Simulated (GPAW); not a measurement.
**BaTiO3: optical spectrum from first principles**

Wanted: where BaTiO3 starts to absorb, how strongly, and its refractive index.

Main program and level: GPAW 26.7.0; DFT, PBE, plane-wave PAW (GPAW data sets), scalar-relativistic, RPA, optical limit.

### Step 1. The structure

It takes space group Pm-3m (No. 221, cubic). The conventional cell has a = 4.006 Å, b = 4.006 Å, c = 4.006 Å, α = 90.00°, β = 90.00°, γ = 90.00°. Nearest to Ba lie 12 O at 2.83 Å. Ti has 6 O at 2.00 Å nearest. O has 2 Ti at 2.00 Å and 4 Ba at 2.83 Å nearest. Farther neighbours and most contacts between anions are not listed.

As a file:

```xyz
5
Lattice="4.0060 0.0000 0.0000 0.0000 4.0060 0.0000 0.0000 0.0000 4.0060" Properties=species:S:1:pos:R:3 pbc="T T T"
Ba    2.0030    2.0030    2.0030
Ti    0.0000    0.0000    0.0000
O     0.0000    0.0000    2.0030
O     0.0000    2.0030    0.0000
O     2.0030    0.0000    0.0000
```

### Step 2. Dielectric function, RPA

Local fields let the induced charge screen the field inside the cell, which as a rule lowers ε, most along directions where the density is uneven.

The input, df.py:

```python
from gpaw.response.df import DielectricFunction

df = DielectricFunction('full.gpw', frequencies={'type': 'nonlinear', 'domega0': 0.03, 'omega2': 8},
                        ecut=50,
                        eta=0.12,
                        nbands=56,
                        txt='df.txt')
for direction in ['x']:
    df.get_dielectric_function(xc='RPA', direction=direction, filename=f'df_{direction}.csv')
```

Command:

```console
$ OMP_NUM_THREADS=1 python df.py
```

Numbers of over 12 decimals in the logs are rounded to 6 here.

Log:

```text
Using integrator: PointIntegrator
NonLinearFrequencyDescriptor(from 0.000 to 90.926 eV, 532 points)
Nonperiodic BCs:  [False False False]
Using integrator: PointIntegrator
NonLinearFrequencyDescriptor(from 0.000 to 90.926 eV, 532 points)
Nonperiodic BCs:  [False False False]

Calculating chi0 body with:
    Ground state adapter containing:
    Number of spins: 1
    Number of kpoints: 343
    Number of irreducible kpoints: 20
    Number of completely occupied states: 20
    Number of partially occupied states: 20

    Linear response parametrization:
    q_c: [0.0, 0.0, 0.0]
    Number of frequency points: 532
    Planewave cutoff: 50.0
    Number of bands: 56
    Number of planewaves: 57
    Broadening (eta): 0.12

Integrating chi0 body.

Symmetries of q_c:
    Direct symmetries (Uq -> q): 48
    Indirect symmetries (TUq -> q): 0
In total 48 allowed symmetries.

20 groups of equivalent kpoints. 94.169096% reduction.

Integral kind: spectral function

Calculating chi0 optical extensions with:
    Ground state adapter containing:
    Number of spins: 1
    Number of kpoints: 343
    Number of irreducible kpoints: 20
    Number of completely occupied states: 20
    Number of partially occupied states: 20

    Linear response parametrization:
    Number of frequency points: 532
    Planewave cutoff: 50.0
    Number of bands: 56
    Number of planewaves: 57
    Broadening (eta): 0.12
Integrating chi0 head and wings.

Symmetries of q_c:
    Direct symmetries (Uq -> q): 48
    Indirect symmetries (TUq -> q): 0
In total 48 allowed symmetries.

20 groups of equivalent kpoints. 94.169096% reduction.

Integral kind: spectral function wings
```

The job ended after 13 s (1 thread of Arm Neoverse V1, shared host; peak memory 0.36 GiB).

Read-outs, printed or worked out from the files:

* electronic dielectric constant ε∞, mean over x, y and z (by symmetry where fewer were run): 6.119

Some rows of df_x.csv (energy; Re and Im without local fields; Re and Im with them):

```text
0.000000, 6.360441, -0.000000, 6.118481, -0.000000
0.429336, 6.407062, 0.026699, 6.162871, 0.025411
0.878195, 6.567817, 0.062056, 6.315725, 0.058935
1.347938, 6.918124, 0.128546, 6.647721, 0.121524
1.840057, 7.716895, 0.526781, 7.400349, 0.493896
2.356191, 8.413640, 1.442938, 8.050484, 1.332126
2.898142, 8.679597, 3.272388, 8.358677, 3.001802
3.467895, 6.684971, 5.987693, 6.701556, 5.662178
4.067647, 4.763896, 8.247649, 5.176667, 8.013469
4.699832, 1.236087, 4.145822, 1.155871, 4.389281
5.367152, 2.096764, 2.479112, 1.918134, 2.681093
6.072622, 3.616337, 3.219528, 3.400942, 3.349452
6.819608, 4.296820, 3.612275, 4.042199, 3.697689
7.611886, 2.714388, 3.682785, 2.168870, 3.748237
8.453705, 3.018014, 4.013530, 2.380326, 3.896056
9.349861, 1.194557, 4.580912, 0.847441, 4.198791
10.305790, -0.038971, 4.313400, -0.067581, 3.837263
11.327680, -0.303483, 2.365589, -0.378031, 2.264743
12.422601, 0.237818, 1.291962, -0.061687, 1.206656
13.598673, 0.944592, 0.700745, 0.560134, 0.640695
```

The Im ε, E ∥ x has structure finer than the step of the table below, so its rows give means over 0.5 eV, whole bins alone (the curve runs from 0 to 14.0 eV). Peaks (eV: height): 3.43: 5.71, 4.07: 8.01, 7.10: 5.22, 7.97: 5.01, 8.64: 4.93.

Sum at mesh points, not converged in k; values under the direct gap are tails of Lorentzian lines. Table of Im ε, E ∥ x by photon energy; means over each step:

```
photon energy (eV)  Im ε, E ∥ x
               0.5       0.0304
               1.0       0.0725
               1.5        0.177
               2.0        0.757
               2.5         1.67
               3.0         3.32
               3.5         5.21
               4.0         6.93
               4.5         5.92
               5.0         3.65
               5.5         2.65
               6.0         3.11
               6.5         3.27
               7.0         4.45
               7.5         4.03
               8.0         4.24
               8.5         4.30
               9.0         4.15
               9.5         3.90
              10.0         3.79
              10.5         3.42
              11.0         2.64
              11.5         2.22
              12.0         1.82
              12.5         1.29
              13.0        0.949
              13.5        0.695
```

The reflectivity at normal incidence, E ∥ x has structure finer than the step of the table below, so its rows give means over 0.5 eV, whole bins alone (the curve runs from 0 to 14.0 eV). Peaks (eV: height): 4.07: 32.0, 7.10: 24.5, 7.97: 24.4, 8.70: 25.6, 10.52: 29.2, 12.75: 21.4.

Sum at mesh points, not converged in k. Reflectivity at normal incidence, E ∥ x against photon energy; means over each step:

```
photon energy (eV)  reflectivity at normal incidence, E ∥ x (%)
               0.5                                         18.2
               1.0                                         18.8
               1.5                                         20.0
               2.0                                         21.7
               2.5                                         23.7
               3.0                                         26.0
               3.5                                         26.9
               4.0                                         30.2
               4.5                                         28.2
               5.0                                         18.9
               5.5                                         14.4
               6.0                                         16.9
               6.5                                         17.4
               7.0                                         22.1
               7.5                                         20.4
               8.0                                         21.6
               8.5                                         22.0
               9.0                                         23.2
               9.5                                         23.9
              10.0                                         23.5
              10.5                                         28.1
              11.0                                         25.4
              11.5                                         23.9
              12.0                                         25.4
              12.5                                         19.6
              13.0                                         14.1
              13.5                                         7.36
```

The loss function −Im 1/ε at q → 0, E ∥ x has structure finer than the step of the table below, so its rows give means over 0.5 eV, whole bins alone (the curve runs from 0 to 14.0 eV). Peaks (eV: height): 12.92: 1.15, 13.43: 1.20.

Sum at mesh points, not converged in k; values under the direct gap are tails of Lorentzian lines. The loss function −Im 1/ε at q → 0, E ∥ x by energy loss; means over each step:

```
energy loss (eV)  loss function −Im 1/ε at q → 0, E ∥ x
             0.5                                 7.9e-4
             1.0                                0.00177
             1.5                                0.00372
             2.0                                 0.0133
             2.5                                 0.0241
             3.0                                 0.0398
             3.5                                 0.0684
             4.0                                 0.0835
             4.5                                  0.158
             5.0                                  0.198
             5.5                                  0.190
             6.0                                  0.139
             6.5                                  0.146
             7.0                                  0.136
             7.5                                  0.186
             8.0                                  0.184
             8.5                                  0.188
             9.0                                  0.223
             9.5                                  0.250
            10.0                                  0.255
            10.5                                  0.292
            11.0                                  0.375
            11.5                                  0.444
            12.0                                  0.531
            12.5                                  0.765
            13.0                                   1.01
            13.5                                   1.00
```

The Im ε, E ∥ x has structure finer than the step of the table below, so its rows give means over 0.5 eV, whole bins alone (the curve runs from 0 to 14.0 eV). Peaks (eV: height): without local fields 3.38: 6.10, 4.07: 8.25, 7.10: 4.99, 7.97: 5.11, 8.64: 5.25; with local fields 3.43: 5.71, 4.07: 8.01, 7.10: 5.22, 7.97: 5.01, 8.64: 4.93.

Sum at mesh points, not converged in k; values under the direct gap are tails of Lorentzian lines. Im ε, E ∥ x against photon energy; means over each step:

```
photon energy (eV)  without local fields  with local fields
               0.5                0.0320             0.0304
               1.0                0.0765             0.0725
               1.5                 0.188              0.177
               2.0                 0.809              0.757
               2.5                  1.81               1.67
               3.0                  3.64               3.32
               3.5                  5.54               5.21
               4.0                  7.21               6.93
               4.5                  5.68               5.92
               5.0                  3.48               3.65
               5.5                  2.48               2.65
               6.0                  2.98               3.11
               6.5                  3.14               3.27
               7.0                  4.28               4.45
               7.5                  3.89               4.03
               8.0                  4.29               4.24
               8.5                  4.47               4.30
               9.0                  4.43               4.15
               9.5                  4.26               3.90
              10.0                  4.24               3.79
              10.5                  3.70               3.42
              11.0                  2.81               2.64
              11.5                  2.30               2.22
              12.0                  1.82               1.82
              12.5                  1.36               1.29
              13.0                  1.01              0.949
              13.5                 0.755              0.695
```

At chosen wavelengths:

```
wavelength (nm)     n      k  R (%)     1/α
           1550  2.51  0.010   18.5   12 µm
           1064  2.55  0.018   19.0  4.7 µm
            800  2.62  0.034   20.1  1.9 µm
            633  2.74  0.134   21.8  375 nm
            532  2.84  0.213   23.2  199 nm
            450  2.93  0.392   24.8   91 nm
            193  1.97  0.864   17.6   18 nm
```

Below the direct gap, k and the depth come from the tails of the Lorentzian lines, not from transitions.

Rows near the edge hang on the gap, which this functional as a rule makes too small, and phonon-assisted absorption is left out.

### Step 3. Summary of results

```yaml
electronic_dielectric_constant_eps_infinity_mean_over_x_y_and_z_by_symmetry_where_fewer_were_run_rpa: 6.12
```

What this shows: At this level (PBE, RPA) BaTiO3 has ε∞ = 6.12 and n = 2.51 at 1550 nm. Local fields change the static value along x from 6.36 to 6.12 (-4 %). Excitons and phonon-assisted transitions are missing; PBE gaps are as a rule too small, which pulls the onset down and ε∞ up. Spin-orbit coupling is left out although heavy atoms are present. In this version of GPAW the matrix elements of the optical limit are incomplete, which can lower ε − 1 by up to a tenth where first-row anions or d states rule, and shift it by more in d metals. The sum runs over mesh points 0.22 Å⁻¹ apart with no interpolation, so peaks are partly noise of the mesh and static values carry its error.

[Machine, clock and banner lines and Python warnings are left out of the logs.]

[Logs are printed without paths, hosts, clocks, repeated set-up lines and the standing remarks that a program may print on its own settings, such as how far it seeks lower states.]

[Hosts, paths, dates, database ids (printed as entryN), source tags and the programs' standing remarks are cut or masked in the printed files.]
